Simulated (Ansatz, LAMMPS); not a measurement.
# Liquid (Na,Rb,Li)(F,Br) at 900 K (118 atoms): support functions against a reference

Aim: test how closely localised support functions follow the reference on liquid (Na,Rb,Li)(F,Br) at 900 K (118 atoms), and at what cost. A setting counts as converged where the r.m.s. difference of forces stays under 1 % of the r.m.s. force.

Main program and level: Ansatz 0.2.0; Kohn-Sham DFT, PBE, PAW (set soft_2), plane waves.

The raw output is cut from this account; settings, times and results stay.

## 1. The system as given

The cell holds 118 atoms: 18 Na, 19 Rb, 22 Li, 33 F and 26 Br. Cell: a = 14.703 Å, b = 14.703 Å, c = 14.703 Å, α = 90.0°, β = 90.0°, γ = 90.0°. 118 atoms (18 Na, 19 Rb, 22 Li, 33 F, 26 Br) placed at random at 2.56 g/cm³, melted at 1800 K for 10 ps at fixed volume with the Lennard-Jones and Coulomb ion parameters for SPC/E (Joung and Cheatham, J. Phys. Chem. B 112, 9020 (2008)), full charges. Snapshot at the end of a hold of 20 ps at 900 K and fixed volume.

What the set-up can't give: The starting topology of bonds comes from the classical model, and needn't be the one that DFT or experiment would give. The ion parameters were fitted for water, not for melts, so the starting structure of this cell may lie well off the real melt's. The Brillouin zone is sampled at Γ only, in a cell whose shortest periodic width is 15 Å.

## 2. Making the structure

A classical potential makes the cell, at a small fraction of what the same run would cost in DFT.

This step: classical MD, Lennard-Jones and Coulomb ion parameters for SPC/E (Joung and Cheatham, J. Phys. Chem. B 112, 9020 (2008)), full charges (LAMMPS 22 Jul 2025 - Update 4).

Contents of in.lmp:

```
# melt-quench of Na18Rb19Li22F33Br26
units metal
atom_style charge
boundary p p p
region box block 0 14.7034 0 14.7034 0 14.7034
create_box 5 box
mass 1 22.9898   # Na
mass 2 85.4678   # Rb
mass 3 6.9400   # Li
mass 4 18.9984   # F
mass 5 79.9040   # Br
create_atoms 1 random 18 745371 NULL overlap 2.16 maxtry 2000
create_atoms 2 random 19 745378 NULL overlap 2.16 maxtry 2000
create_atoms 3 random 22 745385 NULL overlap 2.16 maxtry 2000
create_atoms 4 random 33 745392 NULL overlap 2.16 maxtry 2000
create_atoms 5 random 26 745399 NULL overlap 2.16 maxtry 2000
pair_style lj/cut/coul/long 9.0
pair_modify mix arithmetic tail yes
pair_coeff 1 1 0.015292 2.1595   # Na
pair_coeff 2 2 0.019302 3.0950   # Rb
pair_coeff 3 3 0.014602 1.4094   # Li
pair_coeff 4 4 0.000321 4.0215   # F
pair_coeff 5 5 0.001169 4.9017   # Br
set type 1 charge 1
set type 2 charge 1
set type 3 charge 1
set type 4 charge -1
set type 5 charge -1
kspace_style pppm 1.0e-4
neigh_modify delay 0 every 1 check yes
thermo_style custom step time temp pe press density
thermo_modify norm yes
timestep 0.002
thermo 100
# [... 18 lines left out ...]
compute msd all msd com yes
thermo 2500
fix md all nvt temp 900 900 0.2
run 10000 post no
print "== T900: mean square displacement over the hold $(c_msd[4]:%.2f) A^2"
unfix md
uncompute msd
write_dump all custom T900.dump id type xs ys zs modify sort id
```

Command:

```bash
> lmp -in in.lmp -log none -nocite
```

Run time: 2.8 s. Hardware: 1 thread of AMD EPYC 9R45, shared host; peak memory 0.069 GiB.

## 3. Plane-wave single point

This run is the reference for what follows, at a cutoff of 420 eV.

Contents of input.yaml:

```yaml
crystal:
  lattice:
    - [14.7034, 0.0, 0.0]
    - [0.0, 14.7034, 0.0]
    - [0.0, 0.0, 14.7034]
  atoms:
    - { symbol: Na, position: [0.35858, 0.37419, 0.0722] }
    - { symbol: Na, position: [0.16484, 0.5254, 0.87222] }
    - { symbol: Na, position: [0.15989, 0.5432, 0.41506] }
    - { symbol: Na, position: [0.26473, 0.8449, 0.80602] }
    - { symbol: Na, position: [0.92485, 0.81066, 0.63787] }
    - { symbol: Na, position: [0.77166, 0.46149, 0.77954] }
    - { symbol: Na, position: [0.32359, 0.95508, 0.29648] }
    - { symbol: Na, position: [0.18987, 0.88273, 0.99808] }
    - { symbol: Na, position: [0.45781, 0.44161, 0.52811] }
    - { symbol: Na, position: [0.46879, 0.57733, 0.88587] }
    - { symbol: Na, position: [0.67979, 0.57585, 0.99446] }
    - { symbol: Na, position: [0.11828, 0.92306, 0.30303] }
    - { symbol: Na, position: [0.18812, 0.82835, 0.52769] }
    - { symbol: Na, position: [0.41523, 0.02909, 0.77491] }
    - { symbol: Na, position: [0.57628, 0.98544, 0.35356] }
    - { symbol: Na, position: [0.67711, 0.25818, 0.8265] }
    - { symbol: Na, position: [0.33284, 0.32272, 0.85129] }
    - { symbol: Na, position: [0.24942, 0.0527, 0.53477] }
    - { symbol: Rb, position: [0.90661, 0.52655, 0.58632] }
    - { symbol: Rb, position: [0.24673, 0.19982, 0.1613] }
    - { symbol: Rb, position: [0.2585, 0.50149, 0.64944] }
    - { symbol: Rb, position: [0.90666, 0.0854, 0.41691] }
    - { symbol: Rb, position: [0.10164, 0.38382, 0.09544] }
    - { symbol: Rb, position: [0.85948, 0.11578, 0.7127] }
    - { symbol: Rb, position: [0.02783, 0.2624, 0.80798] }
    - { symbol: Rb, position: [0.46475, 0.76244, 0.53963] }
    - { symbol: Rb, position: [0.55508, 0.48887, 0.27489] }
    - { symbol: Rb, position: [0.51292, 0.18965, 0.60129] }
    - { symbol: Rb, position: [0.8225, 0.91918, 0.20462] }
    - { symbol: Rb, position: [0.01527, 0.7495, 0.86041] }
    - { symbol: Rb, position: [0.68401, 0.69008, 0.26182] }
    - { symbol: Rb, position: [0.49975, 0.12824, 0.03153] }
    - { symbol: Rb, position: [0.53492, 0.77203, 0.98671] }
    - { symbol: Rb, position: [0.26353, 0.66759, 0.20576] }
    - { symbol: Rb, position: [0.76119, 0.28662, 0.42607] }
    - { symbol: Rb, position: [0.28749, 0.25627, 0.38099] }
    - { symbol: Rb, position: [0.6227, 0.93549, 0.63692] }
    - { symbol: Li, position: [0.28885, 0.25019, 0.6891] }
    - { symbol: Li, position: [0.66272, 0.70339, 0.73987] }
    - { symbol: Li, position: [0.90959, 0.65611, 0.16857] }
    - { symbol: Li, position: [0.08745, 0.35029, 0.39031] }
    - { symbol: Li, position: [0.7771, 0.15575, 0.13431] }
    - { symbol: Li, position: [0.85713, 0.15324, 0.97239] }
    - { symbol: Li, position: [0.28253, 0.1082, 0.90453] }
    - { symbol: Li, position: [0.8855, 0.51697, 0.01898] }
    - { symbol: Li, position: [0.46711, 0.44299, 0.73634] }
    - { symbol: Li, position: [0.82783, 0.34768, 0.9757] }
    - { symbol: Li, position: [0.14984, 0.32543, 0.57359] }
    - { symbol: Li, position: [0.75479, 0.70073, 0.55237] }
    - { symbol: Li, position: [0.03792, 0.03387, 0.90836] }
    - { symbol: Li, position: [0.95593, 0.29122, 0.21996] }
    - { symbol: Li, position: [0.94952, 0.08679, 0.17251] }
    - { symbol: Li, position: [0.11662, 0.96587, 0.73463] }
    - { symbol: Li, position: [0.83325, 0.95241, 0.94479] }
    - { symbol: Li, position: [0.49806, 0.21613, 0.24433] }
    - { symbol: Li, position: [0.63176, 0.53117, 0.60105] }
    - { symbol: Li, position: [0.90855, 0.74578, 0.40859] }
    - { symbol: Li, position: [0.82732, 0.44603, 0.18957] }
    - { symbol: Li, position: [0.63367, 0.31575, 0.12331] }
    - { symbol: F, position: [0.49235, 0.29987, 0.14006] }
    - { symbol: F, position: [0.35341, 0.47894, 0.81296] }
    - { symbol: F, position: [0.9065, 0.39021, 0.0888] }
    - { symbol: F, position: [0.36654, 0.17526, 0.77928] }
    - { symbol: F, position: [0.84546, 0.05662, 0.0704] }
    - { symbol: F, position: [0.69904, 0.38563, 0.22626] }
    - { symbol: F, position: [0.98794, 0.01398, 0.26696] }
    - { symbol: F, position: [0.64905, 0.7666, 0.61359] }
    - { symbol: F, position: [0.23332, 0.22063, 0.55952] }
    - { symbol: F, position: [0.19429, 0.40526, 0.46395] }
    - { symbol: F, position: [0.11786, 0.90505, 0.8616] }
    - { symbol: F, position: [0.09687, 0.09293, 0.79798] }
    - { symbol: F, position: [0.79518, 0.57019, 0.11542] }
    - { symbol: F, position: [0.34637, 0.20523, 0.97172] }
    - { symbol: F, position: [0.37627, 0.12656, 0.25307] }
    - { symbol: F, position: [0.08382, 0.26428, 0.24908] }
    - { symbol: F, position: [0.80022, 0.46711, 0.92729] }
    - { symbol: F, position: [0.17796, 0.34081, 0.70435] }
    - { symbol: F, position: [0.89626, 0.70146, 0.52808] }
    [... 34 atom lines left out ...]
    - { symbol: Br, position: [0.28512, 0.69316, 0.93972] }
    - { symbol: Br, position: [0.1101, 0.69365, 0.65593] }
    - { symbol: Br, position: [0.72812, 0.7849, 0.06833] }
    - { symbol: Br, position: [0.0297, 0.59622, 0.02394] }
    - { symbol: Br, position: [0.55759, 0.39989, 0.8962] }
    - { symbol: Br, position: [0.99704, 0.90562, 0.02985] }
kpoints:
  mp_grid: { grid: [1, 1, 1] }
hamiltonian:
  xc: pbe
scf:
  occupations: { method: fixed }
output:
  forces: true
  stress: true
  populations: true
  dos:
    method: { smearing: { sigma: 0.1 } }
    de: 0.1
    projected: { site_lists: { Br: [Br], F: [F], Li: [Li], Na: [Na], Rb: [Rb] } }
  eigenvalues: true
  write_density: true
  write_potential: true
  volumetric_format: npy
  elf: true
```

Command:

```bash
> ansatz run input.yaml --threads 8 --pin off --max-ram 15872MiB --backend cpu --events-out ev --progress --plain --runs-dir out
```

Run time: 16 s. Hardware: 8 threads of AMD EPYC 9R45, shared host; peak memory 4.5 GiB.

The program notes that the exchange-correlation potential is rough where the density is thin.

Read from the output:

```
free energy                                      : -192536.3152 eV
free energy per atom                             : -1631.6637 eV/atom
SCF cycles                                       : 10
pressure                                         : -1.563 GPa
r.m.s. force component                           : 0.3368 eV/Å
longest force                                    : 1.21 eV/Å
Fermi energy                                     : 0.5365 eV
gap (highest filled to lowest empty level) : 3.463 eV
spilling of the projection                       : 0.004469
```

The r.m.s. force component of 0.34 eV/Å sets the scale for the differences below.

## 4. Support functions low

With localised support functions most steps grow linearly with size, though the diagonalisation grows faster unless the density matrix is cut; this run measures error and cost at this size.

This step: Kohn-Sham DFT, PBE, PAW (set soft_2), localised support functions (low) (Ansatz 0.2.0).

input.yaml, the sections that differ from step 3:

```yaml
scf:
  occupations: { method: fixed }
  eigensolver: { kind: { support_functions: { accuracy: low } } }
  mixing: { beta: 0.4 }
  max_iter: 150
output:
  forces: true
  eigenvalues: true
# crystal, kpoints, hamiltonian: as in step 3
```

It took 81 s on 8 threads; peak memory 7.9 GiB.

The program notes that the band table was not solved further than the SCF left it and it switched symmetry off.

Keys that differ from the reference: support_functions.accuracy = "low", scf.max_iter = 150 and scf.mixing.beta = 0.4.

Forces differ from the reference by 0.37 meV/Å r.m.s., 0.11 % of their size, well within a tolerance of 1 %; the energy by -2.4 meV/atom. It took roughly 5.1 times the reference's time (one timing each, with unlike analyses asked), in 19 cycles against 10.

## 5. Support functions medium

With localised support functions most steps grow linearly with size, though the diagonalisation grows faster unless the density matrix is cut; this run measures error and cost at this size. Besides, the program derives a nominal cutoff of 631 eV for this run, against the reference's 420.

This step: Kohn-Sham DFT, PBE, PAW (set soft_2), localised support functions (medium) (Ansatz 0.2.0).

input.yaml, the sections that differ from step 4:

```yaml
scf:
  occupations: { method: fixed }
  eigensolver: { kind: { support_functions: { accuracy: medium } } }
  mixing: { beta: 0.4 }
  max_iter: 150
# crystal, kpoints, hamiltonian, output: as in step 4
```

Wall time 85 s (8 threads); peak memory 8.2 GiB.

Keys that differ from the reference: support_functions.accuracy = "medium", scf.max_iter = 150 and scf.mixing.beta = 0.4.

Forces differ from the reference by 0.36 meV/Å r.m.s., 0.11 % of their size, well within a tolerance of 1 %; the energy by -2.4 meV/atom. It took roughly 5.3 times the reference's time (one timing each, with unlike analyses asked), in 21 cycles against 10.

## 6. Support functions medium, radius 3.72 Å

The radius confines each support function; a larger one gives more freedom and more work per atom.

input.yaml, the sections that differ from step 5:

```yaml
scf:
  occupations: { method: fixed }
  eigensolver: { kind: { support_functions: { accuracy: medium, radius: 3.72 } } }
  mixing: { beta: 0.4 }
  max_iter: 150
# crystal, kpoints, hamiltonian, output: as in step 5
```

Wall time 2.4 s (8 threads); peak memory 0.9 GiB.

The program refuses radii under 4.16 Å for these atoms at this level.

## 7. Support functions medium, radius 4.25 Å

The radius confines each support function; a larger one gives more freedom and more work per atom. Besides, the program derives a nominal cutoff of 631 eV for this run, against the reference's 420.

input.yaml, the sections that differ from step 6:

```yaml
scf:
  occupations: { method: fixed }
  eigensolver: { kind: { support_functions: { accuracy: medium, radius: 4.25 } } }
  mixing: { beta: 0.4 }
  max_iter: 150
# crystal, kpoints, hamiltonian, output: as in step 6
```

Wall time 79 s (8 threads); peak memory 7.8 GiB.

Keys that differ from the reference: support_functions.accuracy = "medium", support_functions.radius = 4.25, scf.max_iter = 150 and scf.mixing.beta = 0.4.

Forces differ from the reference by 0.38 meV/Å r.m.s., 0.11 % of their size, well within a tolerance of 1 %; the energy by -2.4 meV/atom. It took roughly 5.0 times the reference's time (one timing each, with unlike analyses asked), in 21 cycles against 10.

## 8. Support functions medium, radius 4.55 Å

input.yaml, the sections that differ from step 7:

```yaml
scf:
  occupations: { method: fixed }
  eigensolver: { kind: { support_functions: { accuracy: medium, radius: 4.55 } } }
  mixing: { beta: 0.4 }
  max_iter: 150
# crystal, kpoints, hamiltonian, output: as in step 7
```

Elapsed: 93 s, on 8 threads; peak memory 8.6 GiB; 11 min of CPU time.

Keys that differ from the reference: support_functions.accuracy = "medium", support_functions.radius = 4.55, scf.max_iter = 150 and scf.mixing.beta = 0.4.

Forces differ from the reference by 0.34 meV/Å r.m.s., 0.10 % of their size, well within a tolerance of 1 %; the energy by -2.4 meV/atom. It took roughly 5.8 times the reference's time (one timing each, with unlike analyses asked), in 21 cycles against 10.

## 9. The ladder side by side

Differences are against the plane-wave reference (Kohn-Sham DFT, PBE, PAW (set soft_2), plane waves), whose r.m.s. force component is 0.337 eV/Å. Energies are set beside the reference only for runs with its functional, potentials and electron count. Times are for 8 threads of AMD EPYC 9R45, shared host. The reference's time includes the DOS, ELF, the stress and grids, which some other runs skip.

| run | Δ force, r.m.s. (meV/Å) | share of r.m.s. force (%) | Δ energy (meV/atom) | Δ gap (eV) | cycles | time | host memory (GiB) |
| --- | --- | --- | --- | --- | --- | --- | --- |
| reference | - | - | - | - | 10 | 16 s | 4.5 |
| support functions low | 0.371 | 0.11 | -2.42 | -2.0e-4 | 19 | 81 s | 7.9 |
| support functions medium | 0.358 | 0.106 | -2.42 | -3.0e-4 | 21 | 85 s | 8.2 |
| support functions medium, radius 4.25 Å | 0.381 | 0.113 | -2.42 | -4.0e-4 | 21 | 79 s | 7.8 |
| support functions medium, radius 4.55 Å | 0.341 | 0.101 | -2.42 | -2.0e-4 | 21 | 93 s | 8.6 |

## 10. What the reference run shows

The comparisons rest on this run, so its electronic structure is set out here.

Length of the force by element and coordination:

| element | coordination | atoms | mean length of the force (eV/Å) | spread | least | most |
| --- | --- | --- | --- | --- | --- | --- |
| Br | all | 26 | 0.438 | 0.169 | 0.189 | 0.919 |
| F | all | 33 | 0.642 | 0.275 | 0.101 | 1.21 |
| Li | all | 22 | 0.594 | 0.181 | 0.188 | 0.889 |
| Na | all | 18 | 0.472 | 0.160 | 0.255 | 0.818 |
| Rb | all | 19 | 0.485 | 0.219 | 0.224 | 0.917 |

Löwdin charges by element and coordination (they lack the spilled electrons, 0.031 e an atom on average):

| element | coordination | atoms | mean charge (e) | spread | least | most |
| --- | --- | --- | --- | --- | --- | --- |
| Br | all | 26 | -0.626 | 0.0219 | -0.670 | -0.584 |
| F | all | 33 | -0.765 | 0.007 | -0.780 | -0.751 |
| Li | all | 22 | 0.754 | 0.0274 | 0.705 | 0.819 |
| Na | all | 18 | 0.740 | 0.0297 | 0.685 | 0.791 |
| Rb | all | 19 | 0.802 | 0.0283 | 0.752 | 0.866 |

Density of states as counts of states in windows of 1 eV (from the Fermi level), total and the larger projections:

| from (eV) | to (eV) | total | F p | Br p | Rb p |
| --- | --- | --- | --- | --- | --- |
| -10 | -9 | 87.0 | 0.3 | 0.5 | 85.5 |
| -9 | -8 | 26.0 | 0.2 | 0.2 | 25.4 |
| -8 | -4 | 0.0 | 0.0 | 0.0 | 0.0 |
| -4 | -3 | 3.2 | 2.8 | 0.2 | 0.0 |
| -3 | -2 | 101.7 | 89.7 | 7.1 | 0.2 |
| -2 | -1 | 149.3 | 85.3 | 58.0 | 0.6 |
| -1 | 0 | 98.9 | 13.8 | 82.3 | 0.3 |
| 0 | 1 | 0.9 | 0.1 | 0.8 | 0.0 |
| 1 | 3 | 0.0 | 0.0 | 0.0 | 0.0 |
| 3 | 4 | 2.0 | 0.0 | 0.0 | 0.0 |
| 4 | 5 | 13.6 | 0.3 | 0.8 | 0.1 |

With fixed occupations the program's Fermi level is the highest filled level; weight inside the gap is the broadening of levels at its edges.

Between -26 and -10 eV lie 265 more states.

The levels nearest the highest filled one (over half full), pooled over k-points and spins:

| level less the highest filled one (eV) | occupation |
| --- | --- |
| -0.196 | 2 |
| -0.155 | 2 |
| -0.147 | 2 |
| -0.111 | 2 |
| -0.0908 | 2 |
| 0 | 2 |
| 3.46 | 0 |
| 4.38 | 0 |
| 4.45 | 0 |
| 4.52 | 0 |
| 4.55 | 0 |
| 4.71 | 0 |

ELF in the ac plane at fractional y = 0.262, with atoms of Na and Rb and Li and F and Br within 0.2 Å of it. It is the smooth field of the valence electrons, not physical close to the nuclei.

Ten even steps from '0' (0.00) to '9' (0.96), each cell a mean:
```
565431000000367753000000000013321012100024
000000000000134431000001100000002577751000
555410000000000000000011100122015876873013
878873000000011000000000002545403788761158
515983000000000000000000003545400244310388
888840011100001110000000000122000000000268
665200244203520000000000000011110000000024
000001232007960012100111001345432000000000
321000000111100121013664101355542100000123
877410014666310000026886200233321000013577
789840037887520000014553100000000000036888
038861014654200000000000000000133310037882
678861000012221002456654200015888873016887
887630001578887303789988730048876896102578
321000004885268503898898740027888885100123
001111003787688403789988630002566531000000
146775300256764101355555310000000000110000
378678510000000000000000000000000024541000
168787401344200000000000000000000135651252
023442015888730001366653100000000012320010
000000016888740002578875100001221000000000
543200002454200001356653000036776410000013
777521000000001100001110000378678620000136
787642000000245531000000000257887410000146
```
Columns run along a (14.7 Å), rows up along c (14.7 Å). Atoms in or near the plane, at fractional coordinates: Na at (0.68, 0.83), Rb at (0.03, 0.81), Rb at (0.29, 0.38), Li at (0.29, 0.69), F at (0.08, 0.25), F at (0.83, 0.88), F at (0.73, 0.05), Br at (0.00, 0.51).

[end of part 1 of 2]

[Long decimals in the printed logs are rounded to 6 places.]

[Logs are printed without paths, hosts, clocks, repeated set-up lines and the standing remarks that a program may print on its own settings, such as how far it seeks lower states.]

[Hosts, paths, dates, database ids (printed as entryN), source tags and the programs' standing remarks are cut or masked in the printed files.]
